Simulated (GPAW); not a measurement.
# A 9-layer slab of Cu(110) in an electric field, part 2 of 2

Aim: the dipole that a field along the normal induces in a 9-layer slab of Cu(110).

GPAW 26.7.0; GPAW, PAW setups; slab in vacuum, relaxation (the session's first sound run).

So far, upper work function (eV): step 2 (relaxation) 4.32; step 3 (plane waves, PBE) 4.32.

## 5. Field on

Input file run.py:

```python
import json
import numpy as np
from ase import Atoms
from gpaw import GPAW, PW
from gpaw.external import ConstantElectricField

slab = Atoms(
    ['Cu', 'Cu', 'Cu', 'Cu', 'Cu', 'Cu', 'Cu', 'Cu', 'Cu'],
    positions=[
        [0.00000, 0.00000, 8.00000],
        [1.80500, 1.27633, 9.27633],
        [0.00000, 0.00000, 10.55266],
        [1.80500, 1.27633, 11.82898],
        [0.00000, 0.00000, 13.12821],
        [1.80500, 1.27633, 14.41571],
        [-0.00000, 0.00000, 15.69422],
        [1.80500, 1.27633, 17.02683],
        [-0.00000, -0.00000, 18.20457]],
    cell=[[3.61, 0.0, 0.0], [0.0, 2.55266, 0.0], [0.0, 0.0, 26.21062]],
    pbc=[True, True, False])

slab.calc = GPAW(mode=PW(400), xc='PBE', kpts={'size': (9, 12, 1), 'gamma': True},
                 occupations={'name': 'fermi-dirac', 'width': 0.1}, nbands='160%',
                 convergence={'density': 1e-05}, maxiter=200,
                 poissonsolver={'dipolelayer': 'xy'},
                 external=ConstantElectricField(-0.1, [0, 0, 1]),
                 symmetry={'tolerance': 1e-3}, txt='slab.txt')
result = {}
energy = slab.get_potential_energy()
fermi = slab.calc.get_fermi_level()
v = slab.calc.get_electrostatic_potential().mean((0, 1)) - fermi
n = slab.calc.get_pseudo_density().mean((0, 1))
L = slab.cell[2, 2]
z = np.arange(len(v)) * L / len(v)
low, high = slab.positions[:, 2].min(), slab.positions[:, 2].max()
below, above = np.interp([low - 5.8, high + 5.8], z, v)
slopes = [np.interp(x, z, np.gradient(v, z)) for x in (low - 5.8, high + 5.8)]
eps = np.array([[slab.calc.get_eigenvalues(k, s) for k in range(len(slab.calc.get_ibz_k_points()))]
                for s in range(slab.calc.get_number_of_spins())]) - fermi
top, bottom = eps[eps < 0].max(), eps[eps > 0].min()
dipole = slab.get_dipole_moment()[2]
print(f'energy {energy:.4f} eV, Fermi level {fermi:.4f} eV, dipole {dipole:.5f} e A')
print(f'potential 5.8 A off the faces, from the Fermi level: lower {below:.4f} eV, upper {above:.4f} eV')
print(f'slope of the potential there: lower {slopes[0]:.5f}, upper {slopes[1]:.5f} eV/A')
print(f'nearest levels on the mesh: {top:.4f} and {bottom:.4f} eV')
print('magnetic moment', round(slab.get_magnetic_moment(), 3))
result.update(energy=energy, fermi=fermi, dipole=dipole, below=below, above=above, slopes=slopes, edges=[top, bottom],
              z=z.tolist(), v=v.tolist(), n=n.tolist(), positions=slab.positions.tolist(),
              forces=slab.get_forces(apply_constraint=False).tolist(), moments=slab.get_magnetic_moments().tolist())
json.dump(result, open('result.json', 'w'))
```

Started as:

```
> OMP_NUM_THREADS=1 OPENBLAS_NUM_THREADS=1 python run.py
```

What it wrote:

```text
energy -30.1027 eV, Fermi level 1.1552 eV, dipole -0.06764 e A
potential 5.8 A off the faces, from the Fermi level: lower 3.6484 eV, upper 4.9774 eV
slope of the potential there: lower -0.00020, upper 0.00013 eV/A
nearest levels on the mesh: -0.0108 and 0.0021 eV
magnetic moment 0.0
```

Wall time 18 min (1 thread of Intel Xeon Platinum 8559C (Emerald Rapids), shared host); peak memory 0.64 GiB.

Numbers from this step:

```
dipole along the normal                                         : -0.06764 e·Å
levels nearest the Fermi level on the mesh                      : -0.01078, 0.002112 eV from the Fermi level
potential below the slab, the applied field's own ramp left out : 3.648 eV from the Fermi level
potential above the slab, the applied field's own ramp left out : 4.977 eV from the Fermi level
```

The electrostatic potential energy of an electron (without an applied field's), less the Fermi level, planar mean oscillates, so the rows of the table below give means over windows of 1.26 Å about each position, cut where the curve ends. Its maxima inside the range that stand out by 2 % of the span (Å: eV): 8.6: -5.50, 10.0: -5.63, 11.2: -5.42, 12.5: -4.97, 13.7: -5.03, 15.1: -5.03, 16.4: -4.22, 17.6: -5.93, 24.6: 4.98. Its minima: 8.1: -10.9, 9.2: -11.4, 10.6: -11.4, 11.8: -11.2, 13.1: -11.0, 14.4: -10.9, 15.7: -10.7, 17.0: -10.7, 18.1: -10.2.

Electrostatic potential energy of an electron (without an applied field's), less the Fermi level, planar mean against z; means over each step:

```
z (Å)  electrostatic potential energy of an electron (without an applied field's), less the Fermi level, planar mean (eV)
 0.63                                                                                                                3.75
 1.89                                                                                                                3.65
 3.15                                                                                                                3.65
 4.41                                                                                                                3.64
 5.67                                                                                                                3.55
 6.93                                                                                                                1.21
 8.19                                                                                                               -7.91
 9.45                                                                                                               -8.47
10.71                                                                                                               -8.37
11.97                                                                                                               -8.12
13.23                                                                                                               -8.00
14.49                                                                                                               -7.94
15.75                                                                                                               -7.67
17.01                                                                                                               -7.87
18.27                                                                                                               -6.52
19.53                                                                                                                3.65
20.79                                                                                                                4.92
22.05                                                                                                                4.97
23.31                                                                                                                4.98
24.57                                                                                                                4.98
25.83                                                                                                                4.91
```

Force by atom:

```
atom  x (eV/Å)  y (eV/Å)  z (eV/Å)   size
 Cu1     0.000     0.000     0.265  0.265
 Cu2     0.000     0.000    -0.400  0.400
 Cu3     0.000     0.000     0.033  0.033
 Cu4     0.000     0.000     0.115  0.115
 Cu5     0.000     0.000    -0.029  0.029
 Cu6     0.000     0.000    -0.002  0.002
 Cu7     0.000     0.000    -0.028  0.028
 Cu8     0.000     0.000     0.021  0.021
 Cu9     0.000     0.000     0.023  0.023
```

The dipole is now -0.0676 e Å, against -0.0013 in the run without a field.

## 6. In a field

Changes to run.py since step 5:

```diff
@@ -25,3 +25,3 @@
                  poissonsolver={'dipolelayer': 'xy'},
-                 external=ConstantElectricField(-0.1, [0, 0, 1]),
+                 external=ConstantElectricField(-0.05, [0, 0, 1]),
                  symmetry={'tolerance': 1e-3}, txt='slab.txt')
```

What it wrote:

```text
energy -30.1001 eV, Fermi level 1.1553 eV, dipole -0.03453 e A
potential 5.8 A off the faces, from the Fermi level: lower 3.9733 eV, upper 4.6518 eV
slope of the potential there: lower -0.00020, upper 0.00012 eV/A
nearest levels on the mesh: -0.0121 and 0.0021 eV
magnetic moment 0.0
```

Wall time 33 min (1 thread); peak memory 0.64 GiB.

The electrostatic potential energy of an electron (without an applied field's), less the Fermi level, planar mean oscillates, so the rows of the table below give means over windows of 1.26 Å about each position, cut where the curve ends. Its maxima inside the range that stand out by 2 % of the span (Å: eV): 8.6: -5.27, 10.0: -5.47, 11.2: -5.32, 12.5: -4.94, 13.7: -5.06, 15.1: -5.13, 16.4: -4.38, 17.6: -6.15. Its minima: 8.1: -10.6, 9.3: -11.2, 10.6: -11.2, 11.8: -11.2, 13.1: -11.0, 14.4: -10.9, 15.7: -10.9, 17.1: -10.9, 18.1: -10.5.

Table of electrostatic potential energy of an electron (without an applied field's), less the Fermi level, planar mean by z; means over each step:

z (Å), electrostatic potential energy of an electron (without an applied field's), less the Fermi level, planar mean (eV) and a bar from the least value:
```
     0.63        4.0 #############################
     1.89        4.0 ############################
     3.15        4.0 ############################
     4.41        4.0 ############################
     5.67        3.9 ############################
     6.93        1.5 #######################
     8.19       -7.7 #
     9.45       -8.3 
    10.71       -8.2 
    11.97       -8.1 #
    13.23       -8.0 #
    14.49       -8.0 #
    15.75       -7.8 #
    17.01       -8.1 #
    18.27       -6.8 ###
    19.53        3.3 ###########################
    20.79        4.6 ##############################
    22.05        4.6 ##############################
    23.31        4.7 ##############################
    24.57        4.7 ##############################
    25.83        4.6 ##############################
```

## 7. Field on

Changes to run.py since step 6:

```diff
@@ -25,3 +25,3 @@
                  poissonsolver={'dipolelayer': 'xy'},
-                 external=ConstantElectricField(-0.05, [0, 0, 1]),
+                 external=ConstantElectricField(0.05, [0, 0, 1]),
                  symmetry={'tolerance': 1e-3}, txt='slab.txt')
```

What it wrote:

```text
energy -30.1000 eV, Fermi level 1.1551 eV, dipole 0.03201 e A
potential 5.8 A off the faces, from the Fermi level: lower 4.6275 eV, upper 3.9986 eV
slope of the potential there: lower -0.00016, upper 0.00020 eV/A
nearest levels on the mesh: -0.0132 and 0.0021 eV
magnetic moment 0.0
```

The job ended after 21 min (1 thread; peak memory 0.64 GiB).

## 8. In a field

Changes to run.py since step 7:

```diff
@@ -25,3 +25,3 @@
                  poissonsolver={'dipolelayer': 'xy'},
-                 external=ConstantElectricField(0.05, [0, 0, 1]),
+                 external=ConstantElectricField(0.1, [0, 0, 1]),
                  symmetry={'tolerance': 1e-3}, txt='slab.txt')
```

What it wrote:

```text
energy -30.1024 eV, Fermi level 1.1545 eV, dipole 0.06522 e A
potential 5.8 A off the faces, from the Fermi level: lower 4.9550 eV, upper 3.6736 eV
slope of the potential there: lower -0.00012, upper 0.00018 eV/A
nearest levels on the mesh: -0.0136 and 0.0022 eV
magnetic moment 0.0
```

Run time: 39 min. Hardware: 1 thread; peak memory 0.64 GiB.

The electrostatic potential energy of an electron (without an applied field's), less the Fermi level, planar mean oscillates, so the rows of the table below give means over windows of 1.26 Å about each position, cut where the curve ends. Its maxima inside the range that stand out by 2 % of the span (Å: eV): 1.6: 4.96, 8.6: -4.60, 10.0: -5.00, 11.2: -5.04, 12.5: -4.84, 13.7: -5.16, 15.1: -5.42, 16.4: -4.87, 17.6: -6.83. Its minima: 8.1: -9.88, 9.3: -10.6, 10.6: -10.9, 11.8: -11.0, 13.1: -11.0, 14.5: -11.1, 15.7: -11.3, 17.1: -11.5, 18.1: -11.2.

Table of electrostatic potential energy of an electron (without an applied field's), less the Fermi level, planar mean by z; means over each step:

z (Å), electrostatic potential energy of an electron (without an applied field's), less the Fermi level, planar mean (eV) and a bar from the least value:
```
     0.63        4.9 ##############################
     1.89        5.0 ##############################
     3.15        5.0 ##############################
     4.41        4.9 ##############################
     5.67        4.8 ##############################
     6.93        2.4 ########################
     8.19       -6.9 ####
     9.45       -7.7 ##
    10.71       -7.9 ##
    11.97       -7.9 ##
    13.23       -8.0 #
    14.49       -8.2 #
    15.75       -8.2 #
    17.01       -8.7 
    18.27       -7.6 ##
    19.53        2.4 ########################
    20.79        3.6 ###########################
    22.05        3.7 ###########################
    23.31        3.7 ###########################
    24.57        3.7 ###########################
    25.83        3.7 ###########################
```

The dipole is now 0.0652 e Å, against -0.0013 in the run without a field.

## 9. In a field

Changes to run.py since step 8:

```diff
@@ -25,3 +25,3 @@
                  poissonsolver={'dipolelayer': 'xy'},
-                 external=ConstantElectricField(0.1, [0, 0, 1]),
+                 external=ConstantElectricField(0.2, [0, 0, 1]),
                  symmetry={'tolerance': 1e-3}, txt='slab.txt')
```

What it wrote:

```text
energy -30.1123 eV, Fermi level 1.1520 eV, dipole 0.13181 e A
potential 5.8 A off the faces, from the Fermi level: lower 5.6143 eV, upper 3.0248 eV
slope of the potential there: lower -0.00019, upper 0.00025 eV/A
nearest levels on the mesh: -0.0137 and 0.0023 eV
magnetic moment 0.0
```

The job ended after 21 min (1 thread; peak memory 0.63 GiB).

The dipole is now 0.132 e Å, against -0.0013 in the run without a field.

## 10. In a field

Changes to run.py since step 9:

```diff
@@ -25,3 +25,3 @@
                  poissonsolver={'dipolelayer': 'xy'},
-                 external=ConstantElectricField(0.2, [0, 0, 1]),
+                 external=ConstantElectricField(0.3, [0, 0, 1]),
                  symmetry={'tolerance': 1e-3}, txt='slab.txt')
```

What it wrote:

```text
energy -30.1288 eV, Fermi level 1.1488 eV, dipole 0.19813 e A
potential 5.8 A off the faces, from the Fermi level: lower 6.2725 eV, upper 2.3798 eV
slope of the potential there: lower -0.00005, upper 0.00028 eV/A
nearest levels on the mesh: -0.0127 and 0.0024 eV
magnetic moment 0.0
```

The job ended after 22 min (1 thread; peak memory 0.64 GiB).

The electrostatic potential energy of an electron (without an applied field's), less the Fermi level, planar mean oscillates, so the rows of the table below give means over windows of 1.26 Å about each position, cut where the curve ends. Its maxima inside the range that stand out by 2 % of the span (Å: eV): 1.8: 6.27, 8.6: -3.70, 10.0: -4.37, 11.2: -4.66, 12.5: -4.72, 13.7: -5.29, 15.1: -5.82, 16.4: -5.52, 17.6: -7.72. Its minima: 8.1: -8.88, 9.3: -9.89, 10.6: -10.4, 11.8: -10.7, 13.1: -11.0, 14.5: -11.4, 15.7: -11.8, 17.1: -12.3, 18.1: -12.2.

The electrostatic potential energy of an electron (without an applied field's), less the Fermi level, planar mean by z; means over each step:

```
z (Å)  electrostatic potential energy of an electron (without an applied field's), less the Fermi level, planar mean (eV)
 0.63                                                                                                                5.98
 1.89                                                                                                                6.27
 3.15                                                                                                                6.27
 4.41                                                                                                                6.26
 5.67                                                                                                                6.15
 6.93                                                                                                                3.63
 8.19                                                                                                               -5.95
 9.45                                                                                                               -7.01
10.71                                                                                                               -7.41
11.97                                                                                                               -7.67
13.23                                                                                                               -8.05
14.49                                                                                                               -8.49
15.75                                                                                                               -8.72
17.01                                                                                                               -9.43
18.27                                                                                                               -8.59
19.53                                                                                                                1.18
20.79                                                                                                                2.34
22.05                                                                                                                2.38
23.31                                                                                                                2.38
24.57                                                                                                                2.38
25.83                                                                                                                2.59
```

The dipole is now 0.198 e Å, against -0.0013 in the run without a field.

## 11. The series

The members are put on one axis.

This step: induced dipole against applied field (GPAW 26.7.0).

The dipole along the normal by field:

```
field (V/Å)  dipole along the normal (e·Å)
     -0.200                         -0.134
     -0.100                        -0.0676
     -0.050                        -0.0345
      0.000                       -0.00132
      0.050                         0.0320
      0.100                         0.0652
      0.200                          0.132
      0.300                          0.198
```

## 12. A changed run

One more run, with changed settings.

This step: GPAW, PAW setups; slab in vacuum (GPAW 26.7.0).

Changes to run.py since step 10:

```diff
@@ -4,3 +4,2 @@
 from gpaw import GPAW, PW
-from gpaw.external import ConstantElectricField
 
@@ -21,7 +20,6 @@
 
-slab.calc = GPAW(mode=PW(400), xc='PBE', kpts={'size': (9, 12, 1), 'gamma': True},
+slab.calc = GPAW(mode=PW(400), xc='pbe96', kpts={'size': (9, 12, 1), 'gamma': True},
                  occupations={'name': 'fermi-dirac', 'width': 0.1}, nbands='160%',
-                 convergence={'density': 1e-05}, maxiter=200,
+                 convergence={'density': 1e-05}, maxiter=50,
                  poissonsolver={'dipolelayer': 'xy'},
-                 external=ConstantElectricField(0.3, [0, 0, 1]),
                  symmetry={'tolerance': 1e-3}, txt='slab.txt')
```

What it wrote:

```text
NameError: Unknown functional: pbe96.
```

Wall time 0.52 s (1 thread); peak memory 0.1 GiB.

The program refused the input before any cycle.

The program's message: “NameError: Unknown functional: pbe96.”

The change that led to it: xc = "pbe96".

## 13. What came out

```
work function, upper and lower face            : 4.325 and 4.300 eV
dipole along the normal                        : -0.00132 e Å
induced dipole per field                       : 0.665 e Å per V/Å
out-of-plane polarisability per area, α/(ε0 A) : 13.1 Å
```

What this shows: The field induces 0.665 e Å per V/Å, a polarisable thickness α/(ε0 A) of 13.1 Å beside 10.2 Å between the outermost nuclei. A perfect conductor would give the distance between its two image planes; a dielectric of thickness t gives t(1 - 1/ε). The measured value for this face is 4.56 eV (as compiled in "Anisotropic work function of elemental crystals", 2019, arxiv:1902.07811); the relaxed upper face lies 0.24 eV under it with PBE. Measured work functions scatter by a tenth of an eV or more between methods. The induced dipole is linear in the field over this range. The small printed dipole stands for a step of 26 meV from the lower to the upper face, and the probes find 25 meV; values this small are near the numerical noise of both. The in-plane lattice was kept as typed, which isn't the functional's own and leaves some strain; spin-orbit coupling and temperature are left out.

[Logs are printed without paths, hosts, clocks, repeated set-up lines and the standing remarks that a program may print on its own settings, such as how far it seeks lower states.]

[Hosts, paths, dates, database ids (printed as entryN), source tags and the programs' standing remarks are cut or masked in the printed files.]
